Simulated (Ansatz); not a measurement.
# S on Mo(110): change of the work function, part 3 of 5

Aim: the work function of Mo(110) at several coverages of S (longbridge site), and the dipole that each adsorbate carries.

Ansatz 0.2.0; plane-wave DFT, PBEsol, Ansatz PAW (the session's first sound run).

So far, work function, upper face (eV): step 2 (the clean slab) 4.68; step 3 (17 atoms, coverage 0.25 ML, cell 2x2) 4.83.

### 4. The covered slab, k-mesh 6×6×1, coverage 0.5 ML

System of this step: Mo8S (S/Mo(110)). The cell holds 18 atoms: 16 Mo and 2 S. Cell: a = 5.456 Å, b = 5.456 Å, c = 26.752 Å, α = 90.0°, β = 90.0°, γ = 70.5°. Vacuum lies along c.

Another coverage, to see how the dipoles act on each other as their distance changes.

File input.yaml:

```yaml
crystal:
  lattice:
    - [4.4547727214, -3.15, 0.0]
    - [4.4547727214, 3.15, 0.0]
    - [0.0, 0.0, 26.7520369145]
  atoms:
    - { symbol: Mo, position: [0.0, 0.0, 0.3364229808] }
    - { symbol: Mo, position: [0.25, 0.25, 0.4196834206] }
    - { symbol: Mo, position: [0.0, 0.0, 0.5021591936] }
    - { symbol: Mo, position: [0.25, 0.25, 0.5807051095] }
    - { symbol: Mo, position: [0.0, 0.5, 0.3364229808] }
    - { symbol: Mo, position: [0.25, 0.75, 0.4196834206] }
    - { symbol: Mo, position: [0.0, 0.5, 0.5021591936] }
    - { symbol: Mo, position: [0.25, 0.75, 0.5807051095] }
    - { symbol: Mo, position: [0.5, 0.0, 0.3364229808] }
    - { symbol: Mo, position: [0.75, 0.25, 0.4196834206] }
    - { symbol: Mo, position: [0.5, 0.0, 0.5021591936] }
    - { symbol: Mo, position: [0.75, 0.25, 0.5807051095] }
    - { symbol: Mo, position: [0.5, 0.5, 0.3364229808] }
    - { symbol: Mo, position: [0.75, 0.75, 0.4196834206] }
    - { symbol: Mo, position: [0.5, 0.5, 0.5021591936] }
    - { symbol: Mo, position: [0.75, 0.75, 0.5807051095] }
    - { symbol: S, position: [0.0, 0.0, 0.6635770192] }
    - { symbol: S, position: [0.5, 0.5, 0.6635770192] }
kpoints:
  mp_grid: { grid: [6, 6, 1] }
hamiltonian:
  xc: pbesol
scf:
  occupations: { method: fermi_dirac, width: 0.1 }
  convergence: { dr2_threshold: 1.0e-08 }
efield:
  axis: 3
  dipole_correction: true
  ramp_position: 0.97
  ramp_width: 0.06
relax:
  f_tol: 0.02
  max_steps: 60
  constraints: [{ sites: [0, 1, 4, 5, 8, 9, 12, 13] }]
output:
  bader: true
  dos: { projected: true, e_range: [-8, 4] }
  write_potential: true
  write_density: true
  volumetric_format: npy
```

Run with:

```sh
$ ansatz run input.yaml --threads 4 --pin off --max-ram 6144MiB --backend cpu --events-out ev --progress --plain --runs-dir out
```

Numbers of over 12 decimals in the logs are rounded to 6 here.

Log:

```text
[...]
Crystal: 18 atoms, lattice volume = 750.798 Å³
Basis set: ecut = 420 eV, 14689 PW (Γ), exchange–correlation on 80×80×360 points (8 copies of the dense FFT grid, shifted against one another)
Bands: 142, of which v1, the nominal top of the filled ones, is band 118 counted from 1 (117 counted from 0)
Symmetry: 8 space group operations
[...]
k-points: 13 of 36
[...]
SCF iter   1: F=—  HF=-80121.850075 eV  |F-HF|=—  |Δ(HF+E_count)|=         —  Δρ=6.09e-3  dr2=2.25e0  ethr=1.77e-3  p=-0.086 e·Å  D=-2.08e-2 V/Å  ΔV_dip=0.56 eV  dr2_dipole=3.76e-1  V_vac-E_F(+/−)=5.40/4.84 eV  ⟨swp⟩=9.2  Hψ=9298  notcnv=0
[...]
SCF iter  10: F=-80121.761999 eV  HF=-80121.761999 eV  |F-HF|=8.50e-9  |Δ(HF+E_count)|=   9.53e-9  Δρ=4.59e-7  dr2=3.85e-9  ethr=4.24e-12  p=-0.116 e·Å  D=-2.79e-2 V/Å  ΔV_dip=0.75 eV  dr2_dipole=1.92e-11  V_vac-E_F(+/−)=5.49/4.74 eV  ⟨swp⟩=8.8  Hψ=14427  notcnv=0
SCF 1 converged in 10 iterations: F = -80121.761999 eV  dr2 = 3.85e-9
[...]
relax step   1: F+E_penalty+E_count = -80121.76199894 eV  Δ(F+E_penalty+E_count) = +0.000e0 eV  max|allowed force component| = 3.764e0 eV/Å  Δτ_max = 0.0000 Å  (10 SCF iters, accepted)
[...]
SCF iter   9: F=-80123.762966 eV  HF=-80123.762966 eV  |F-HF|=1.02e-8  |Δ(HF+E_count)|=   6.37e-8  Δρ=7.78e-7  dr2=7.46e-9  ethr=4.24e-12  p=-0.057 e·Å  D=-1.37e-2 V/Å  ΔV_dip=0.37 eV  dr2_dipole=1.87e-10  V_vac-E_F(+/−)=5.10/4.74 eV  ⟨swp⟩=11.3  Hψ=14609  notcnv=0
SCF 2 converged in 9 iterations: F = -80123.762966 eV  dr2 = 7.46e-9
relax step   2: F+E_penalty+E_count = -80123.76296582 eV  Δ(F+E_penalty+E_count) = -2.001e0 eV  max|allowed force component| = 2.440e0 eV/Å  Δτ_max = 0.1949 Å  (9 SCF iters, accepted)
SCF iter   1: F=—  HF=-80124.453948 eV  |F-HF|=—  |Δ(HF+E_count)|=         —  Δρ=6.24e-3  dr2=8.98e-1  ethr=2.86e-3  p=-0.057 e·Å  D=-1.37e-2 V/Å  ΔV_dip=0.37 eV  dr2_dipole=1.01e-1  V_vac-E_F(+/−)=5.12/4.75 eV  ⟨swp⟩=5.2  Hψ=4008  notcnv=0
[...]
SCF iter   9: F=-80124.366001 eV  HF=-80124.366001 eV  |F-HF|=1.51e-8  |Δ(HF+E_count)|=   4.97e-8  Δρ=5.30e-7  dr2=2.71e-9  ethr=4.24e-12  p=-0.033 e·Å  D=-7.89e-3 V/Å  ΔV_dip=0.21 eV  dr2_dipole=6.54e-11  V_vac-E_F(+/−)=4.95/4.74 eV  ⟨swp⟩=11.5  Hψ=14697  notcnv=0
SCF 3 converged in 9 iterations: F = -80124.366001 eV  dr2 = 2.71e-9
[...]
relax step   3: F+E_penalty+E_count = -80124.36600130 eV  Δ(F+E_penalty+E_count) = -6.030e-1 eV  max|allowed force component| = 7.537e-1 eV/Å  Δτ_max = 0.1935 Å  (9 SCF iters, accepted)
[...]
relax step   4: F+E_penalty+E_count = -80124.35680172 eV  Δ(F+E_penalty+E_count) = +9.200e-3 eV  max|allowed force component| = 6.185e-1 eV/Å  Δτ_max = 0.1514 Å  (9 SCF iters, rejected (line search))
[...]
relax step   5: F+E_penalty+E_count = -80124.41848383 eV  Δ(F+E_penalty+E_count) = -5.248e-2 eV  max|allowed force component| = 1.555e-1 eV/Å  Δτ_max = 0.0757 Å  (9 SCF iters, accepted)
[...]
relax step   6: F+E_penalty+E_count = -80124.42015534 eV  Δ(F+E_penalty+E_count) = -1.672e-3 eV  max|allowed force component| = 2.706e-2 eV/Å  Δτ_max = 0.0152 Å  (7 SCF iters, accepted)
SCF iter   1: F=—  HF=-80124.420269 eV  |F-HF|=—  |Δ(HF+E_count)|=         —  Δρ=1.67e-4  dr2=4.89e-4  ethr=1.12e-6  p=-0.033 e·Å  D=-7.84e-3 V/Å  ΔV_dip=0.21 eV  dr2_dipole=1.39e-4  V_vac-E_F(+/−)=4.96/4.75 eV  ⟨swp⟩=2.1  Hψ=2972  notcnv=0
[...]
SCF iter   6: F=-80124.420325 eV  HF=-80124.420325 eV  |F-HF|=1.03e-8  |Δ(HF+E_count)|=   3.83e-8  Δρ=2.88e-7  dr2=5.34e-10  ethr=4.24e-12  p=-0.032 e·Å  D=-7.77e-3 V/Å  ΔV_dip=0.21 eV  dr2_dipole=5.45e-13  V_vac-E_F(+/−)=4.96/4.75 eV  ⟨swp⟩=10.2  Hψ=13134  notcnv=0
SCF 7 converged in 6 iterations: F = -80124.420325 eV  dr2 = 5.34e-10
relax step   7: F+E_penalty+E_count = -80124.42032517 eV  Δ(F+E_penalty+E_count) = -1.698e-4 eV  max|allowed force component| = 6.269e-4 eV/Å  Δτ_max = 0.0021 Å  (6 SCF iters, accepted)
[...]
WARN: The output density's exchange-correlation potential varies sharply where the density is thin. Do not read a vacuum level from v_tot or v_xc, or from such a field of the output density. On a cell that repeats whose density bears no net charge and no dipole along the vacuum's axis use v_es (v_loc + v_h of the components); under efield.dipole_correction with no amplitude use v_es + v_field, which holds any externa [...]
SCF converged after 6 iterations
Free energy (F): -80124.420325 eV
[...]
Internal energy: -80124.015847 eV  (E = F + TS)
E sigma→0 (E₀):  -80124.218086 eV
Entropy (-TS):   -0.404479 eV (-22.471 meV/atom)
Fermi energy:    4.408140 eV
Dipole field:    D = -0.007773 V/Å  (p = -0.032251 e·Å, saw-weighted, corrected)
Work function:   Φ+ = 4.9552 eV   Φ− = 4.7473 eV
[...]
--- Forces (eV/Å), atoms counted from 1 ---
  atom   1  Mo     0.00000000     0.00000000     0.61172930
  atom   2  Mo     0.00000000     0.00000000    -1.23293586
  atom   3  Mo     0.00000000    -0.00000000     0.00009119
  atom   4  Mo     0.00000000     0.00000000     0.00014261
  atom   5  Mo     0.00000000    -0.00000000     1.07658928
  atom   6  Mo     0.00000000     0.00000000    -0.45520949
  atom   7  Mo     0.00000000     0.00000000    -0.00062691
  atom   8  Mo    -0.00000000     0.00000000     0.00018879
  atom   9  Mo     0.00000000    -0.00000000     1.07658928
  atom  10  Mo     0.00000000     0.00000000    -0.45520949
  atom  11  Mo     0.00000000     0.00000000    -0.00062691
  atom  12  Mo     0.00000000     0.00000000     0.00018879
  atom  13  Mo     0.00000000     0.00000000     0.61172930
  atom  14  Mo     0.00000000    -0.00000000    -1.23293586
  atom  15  Mo     0.00000000     0.00000000     0.00009119
  atom  16  Mo     0.00000000     0.00000000     0.00014261
  atom  17  S     -0.00000000     0.00000000     0.00003120
  atom  18  S     -0.00000000     0.00000000     0.00003120
  max |Σ_I F_I| component: 1.87e-7 eV/Å
--- Band table (eV; the first three rows and the last of 13) ---
  k-point 0: bands = [... 114 lower, 4.8575, 4.9573, 5.1042, 5.3596, 5.4789, 5.5265, 5.5482, 5.6264, ... 20 higher]
  k-point 1: bands = [... 114 lower, 4.5851, 4.6463, 4.9938, 5.0329, 5.1396, 5.2243, 5.2839, 5.3082, ... 20 higher]
  k-point 2: bands = [... 114 lower, 3.8889, 4.0789, 4.1289, 4.5237, 4.7713, 4.8364, 5.0055, 5.0405, ... 20 higher]
  k-point 12: bands = [... 114 lower, 3.5977, 3.6279, 3.6642, 3.6726, 3.7135, 3.7530, 4.1213, 4.1566, ... 20 higher]
--- Relaxed structure (7 steps of the walk, 6 accepted, 0 SCFs on fresh bases) ---
  F+E_penalty+E_count = -80124.42032517 eV   max|allowed force component| = 6.269e-4 eV/Å
  atoms:
    - { symbol: Mo, position: [0.0, 0.0, 0.3364229808] }
    - { symbol: Mo, position: [0.25, 0.25, 0.4196834206] }
    - { symbol: Mo, position: [0, 0, 0.499248] }
    - { symbol: Mo, position: [0.25, 0.25, 0.585771] }
    - { symbol: Mo, position: [0.0, 0.5, 0.3364229808] }
    - { symbol: Mo, position: [0.25, 0.75, 0.4196834206] }
    - { symbol: Mo, position: [0.0, 0.5, 0.504212] }
    - { symbol: Mo, position: [0.25, 0.75, 0.581203] }
    - { symbol: Mo, position: [0.5, 0.0, 0.3364229808] }
    - { symbol: Mo, position: [0.75, 0.25, 0.4196834206] }
    - { symbol: Mo, position: [0.5, 0.0, 0.504212] }
    - { symbol: Mo, position: [0.75, 0.25, 0.581203] }
    - { symbol: Mo, position: [0.5, 0.5, 0.3364229808] }
    - { symbol: Mo, position: [0.75, 0.75, 0.4196834206] }
    - { symbol: Mo, position: [0.5, 0.5, 0.499248] }
    - { symbol: Mo, position: [0.75, 0.75, 0.585771] }
    - { symbol: S, position: [0, 0, 0.646522] }
    - { symbol: S, position: [0.5, 0.5, 0.646522] }
--- Bader charges: 18 sites ---
  site symbol  charge [e]  shift [e]
     0     Mo     -0.0653     0.0000
     1     Mo      0.0528     0.0000
     2     Mo      0.0009     0.0001
     3     Mo      0.2799     0.0001
     4     Mo     -0.0501     0.0000
     5     Mo      0.0471     0.0000
     6     Mo      0.0783     0.0000
     7     Mo      0.3698     0.0010
     8     Mo     -0.0501     0.0000
     9     Mo      0.0471     0.0000
    10     Mo      0.0783     0.0000
    11     Mo      0.3698     0.0010
    12     Mo     -0.0653     0.0000
    13     Mo      0.0528     0.0000
    14     Mo      0.0009     0.0001
    15     Mo      0.2800     0.0001
    16      S     -0.7135     0.0011
    17      S     -0.7135     0.0011
  estimated error of the sums over rays = 8.2e-4 e
```

Wall time 5.2 min (4 threads of Arm Neoverse V2, shared host); peak memory 2.9 GiB; 20 min of CPU time.

The steps of the relaxation:

| step | energy less that of the first step (eV) | largest force component (eV/Å) |
| --- | --- | --- |
| 1 | 0.0000 | 3.7637 |
| 2 | -2.0010 | 2.4396 |
| 3 | -2.6040 | 0.7537 |
| 4 | -2.5948 | 0.6185 |
| 5 | -2.6565 | 0.1555 |
| 6 | -2.6582 | 0.0271 |
| 7 | -2.6583 | 0.0006 |

Relaxation step 4 was tried and not accepted.

The run keeps the 8 symmetry operations that it works with, so distortions that break them were not tested.

The atoms that moved most (Å):

| atom | dx | dy | dz | length |
| --- | --- | --- | --- | --- |
| S18 | 0.000 | 0.000 | -0.456 | 0.456 |
| S17 | 0.000 | 0.000 | -0.456 | 0.456 |
| Mo4 | 0.000 | 0.000 | 0.136 | 0.136 |
| Mo16 | 0.000 | 0.000 | 0.136 | 0.136 |
| Mo15 | 0.000 | 0.000 | -0.078 | 0.078 |
| Mo3 | 0.000 | 0.000 | -0.078 | 0.078 |
| Mo7 | 0.000 | 0.000 | 0.055 | 0.055 |
| Mo11 | 0.000 | 0.000 | 0.055 | 0.055 |

Final coordinates:

```
Mo S
1.0
     4.45477   -3.15000    0.00000
     4.45477    3.15000    0.00000
     0.00000    0.00000   26.75204
Mo S
16 2
Direct
  0.00000 0.00000 0.33642
  0.25000 0.25000 0.41968
  0.00000 0.00000 0.49925
  0.25000 0.25000 0.58577
  0.00000 0.50000 0.33642
  0.25000 0.75000 0.41968
  0.00000 0.50000 0.50421
  0.25000 0.75000 0.58120
  0.50000 0.00000 0.33642
  0.75000 0.25000 0.41968
  0.50000 0.00000 0.50421
  0.75000 0.25000 0.58120
  0.50000 0.50000 0.33642
  0.75000 0.75000 0.41968
  0.50000 0.50000 0.49925
  0.75000 0.75000 0.58577
  0.00000 0.00000 0.64652
  0.50000 0.50000 0.64652
```

Numbers from this step:

```
energy at zero smearing        : -80124.2181 eV
work function, upper face      : 4.955 eV
work function, lower face      : 4.747 eV
dipole along the normal        : -0.03225 e·Å
step between the vacuum levels : 0.2079 eV
```

The density of states has structure finer than the step of the table below, so its rows give means over 0.25 eV, whole bins alone (the curve runs from -8 to 1.68 eV). Peaks (eV: height): -3.340: 38.0, -3.160: 31.7, -2.800: 43.4, -2.050: 29.5, -1.590: 28.4, 1.350: 27.9, 1.500: 27.9.

Density of states against energy, zero at the Fermi level; means over each step:

energy (eV), density of states (states/eV a cell) and a bar:
```
    -7.00        0.0 
    -6.75        0.5 #
    -6.50        1.0 #
    -6.25        1.1 #
    -6.00        2.2 ###
    -5.75        4.7 ######
    -5.50       10.8 #############
    -5.25       10.4 #############
    -5.00       14.2 #################
    -4.75       15.7 ###################
    -4.50       21.4 ##########################
    -4.25       20.1 #########################
    -4.00       19.6 ########################
    -3.75       22.2 ###########################
    -3.50       17.3 #####################
    -3.25       24.4 ##############################
    -3.00       23.4 #############################
    -2.75       23.5 #############################
    -2.50       17.1 #####################
    -2.25       23.4 #############################
    -2.00       22.8 ############################
    -1.75       22.9 ############################
    -1.50       22.5 ############################
    -1.25       18.4 #######################
    -1.00       13.1 ################
    -0.75       14.6 ##################
    -0.50       12.3 ###############
    -0.25        9.9 ############
     0.00       11.4 ##############
     0.25       16.9 #####################
     0.50       19.5 ########################
     0.75       21.3 ##########################
     1.00       22.5 ############################
     1.25       24.3 ##############################
     1.50       23.4 #############################
```

Projected DOS per atom over height of the atomic layer and energy from the Fermi level. Layers: Mo4 Mo4 Mo4 Mo4 S2 from below.

Values in states/eV, 22 rows by 5 columns, each cell a mean:
```
1.52 1.64 1.25 1.47 0.31
1.32 1.33 1.27 1.48 0.25
1.40 1.01 1.11 1.24 0.19
1.30 0.69 0.69 0.78 0.16
1.03 0.41 0.38 0.51 0.12
1.29 0.57 0.56 0.93 0.26
1.59 0.68 0.65 0.87 0.31
1.66 1.12 1.23 1.29 0.53
1.41 1.16 1.40 1.35 0.93
1.27 1.09 1.08 1.08 0.45
1.46 1.81 1.67 0.94 0.55
0.89 1.33 1.40 1.12 0.75
1.27 1.34 1.12 1.05 0.86
0.67 1.50 1.36 0.88 1.25
0.51 1.41 1.25 0.73 0.84
0.14 0.45 0.61 1.01 1.60
0.06 0.21 0.34 0.79 1.49
0.03 0.11 0.12 0.15 0.20
0.02 0.08 0.09 0.03 0.04
0.00 0.01 0.01 0.00 0.00
0.00 0.00 0.00 0.00 0.00
0.00 0.00 0.00 0.00 0.00
```
Columns: height of the atomic layer (Å) from 9 to 17.3 (not evenly spaced); rows upwards: energy from the Fermi level (eV) from -7.96 to 1.65.

The relaxation took 7 steps and lowered the energy by 2.7 eV; the largest force on the free atoms ends at 6.3e-4 eV/Å.

The covered face has 4.96 eV, +0.27 eV against the clean one; the bare back face has moved by -0.08 eV, a measure of how thin the slab is.

### 5. The covered slab, k-mesh 12×12×1, coverage 1 ML

System of this step: Mo4S (S/Mo(110)). The cell holds 5 atoms: 4 Mo and 1 S. Its edges and angles: a = 2.728 Å, b = 2.728 Å, c = 26.752 Å, α = 90.0°, β = 90.0°, γ = 70.5°. Vacuum lies along c.

Another coverage, to see how the dipoles act on each other as their distance changes.

input.yaml, the sections that differ from step 4:

```yaml
crystal:
  lattice:
    - [2.2273863607, -1.575, 0.0]
    - [2.2273863607, 1.575, 0.0]
    - [0.0, 0.0, 26.7520369145]
  atoms:
    - { symbol: Mo, position: [0.0, 0.0, 0.3364229808] }
    - { symbol: Mo, position: [0.5, 0.5, 0.4196834206] }
    - { symbol: Mo, position: [0.0, 0.0, 0.5021591936] }
    - { symbol: Mo, position: [0.5, 0.5, 0.5807051095] }
    - { symbol: S, position: [0.0, 0.0, 0.6635770192] }
kpoints:
  mp_grid: { grid: [12, 12, 1] }
relax:
  f_tol: 0.02
  max_steps: 60
  constraints: [{ sites: [0, 1] }]
output:
  bader: true
  write_potential: true
  write_density: true
  volumetric_format: npy
# hamiltonian, scf, efield: as in step 4
```

Log:

```text
[...]
Crystal: 5 atoms, lattice volume = 187.699 Å³
Basis set: ecut = 420 eV, 3751 PW (Γ), exchange–correlation on 40×40×360 points (8 copies of the dense FFT grid, shifted against one another)
Bands: 38, of which v1, the nominal top of the filled ones, is band 31 counted from 1 (30 counted from 0)
Symmetry: 4 space group operations
[...]
- { symbol: Mo, position: [0.0, 0.0, 0.501281] }
    - { symbol: Mo, position: [0.5, 0.5, 0.585038] }
    - { symbol: S, position: [0.0, 0.0, 0.652757] }
--- Bader charges: 5 sites ---
  site symbol  charge [e]  shift [e]
     0     Mo     -0.0610     0.0000
     1     Mo      0.0670     0.0000
     2     Mo      0.0227     0.0000
     3     Mo      0.4409     0.0007
     4      S     -0.4696     0.0007
  estimated error of the sums over rays = 5.7e-4 e
[key lines of the parts left out:]
SCF converged after 6 iterations
Free energy (F): -20473.213849 eV
Fermi energy:    5.175323 eV
Dipole field:    D = 0.009419 V/Å  (p = 0.009771 e·Å, saw-weighted, corrected)
Work function:   Φ+ = 4.5063 eV   Φ− = 4.7583 eV
```

Wall time 39 s (4 threads); peak memory 0.58 GiB.

The steps of the relaxation:

| step | energy less that of the first step (eV) | largest force component (eV/Å) |
| --- | --- | --- |
| 1 | 0.0000 | 1.8738 |
| 2 | -0.4090 | 0.5296 |
| 3 | -0.4140 | 0.4701 |
| 4 | -0.4351 | 0.0229 |
| 5 | -0.4351 | 0.0082 |

The run keeps the 4 symmetry operations that it works with, so distortions that break them were not tested.

The atoms that moved most (Å):

| atom | dx | dy | dz | length |
| --- | --- | --- | --- | --- |
| S5 | 0.000 | 0.000 | -0.289 | 0.289 |
| Mo4 | 0.000 | 0.000 | 0.116 | 0.116 |
| Mo3 | 0.000 | 0.000 | -0.024 | 0.024 |

Final coordinates:

```xyz
5
Lattice="2.2274 -1.5750 0.0000 2.2274 1.5750 0.0000 0.0000 0.0000 26.7520" Properties=species:S:1:pos:R:3
Mo    0.0000    0.0000    9.0000
Mo    2.2274    0.0000   11.2274
Mo    0.0000    0.0000   13.4103
Mo    2.2274    0.0000   15.6510
S     0.0000    0.0000   17.4626
```

The relaxation took 5 steps and lowered the energy by 0.44 eV; the largest force on the free atoms ends at 0.0082 eV/Å.

The covered face has 4.51 eV, -0.18 eV against the clean one; the bare back face has moved by -0.07 eV, a measure of how thin the slab is.

### 6. Work function against coverage

This step: plane-wave DFT, PBEsol, Ansatz PAW; work function against coverage (Ansatz 0.2.0).

The runs are now put side by side.

Numbers from this step:

```yaml
work_function_of_the_clean_face: 4.682 eV
largest_change_of_the_work_function: 0.2732 eV
```

The work function of the covered face by coverage:

| coverage (adsorbates/nm²) | work function of the covered face (eV) |
| --- | --- |
| 0.00 | 4.68 |
| 3.56 | 4.83 |
| 7.13 | 4.96 |
| 14.25 | 4.51 |

The dipole per adsorbate comes from the change of the cell's dipole. Coverage, by row:

| coverage (1/nm²) | coverage (ML) | work function (eV) | change (eV) | dipole per adsorbate, positive end outwards (debye) | mean height of the added atoms over the highest substrate atom (Å) |
| --- | --- | --- | --- | --- | --- |
| 3.563 | 0.25 | 4.825 | 0.1434 | -0.137 | 1.629 |
| 7.126 | 0.5 | 4.955 | 0.2732 | -0.13 | 1.625 |
| 14.25 | 1 | 4.506 | -0.1757 | 0.02 | 1.812 |

(Continued in part 4 of 5.)

[Logs are printed without paths, hosts, clocks, repeated set-up lines and the standing remarks that a program may print on its own settings, such as how far it seeks lower states.]

[Hosts, paths, dates, database ids (printed as entryN), source tags and the programs' standing remarks are cut or masked in the printed files.]

[Maps of the electrostatic potential energy from Ansatz leave out the sawtooth potential of an applied field or a dipole correction, so their vacuum need not be flat; planar profiles and work functions include it.]
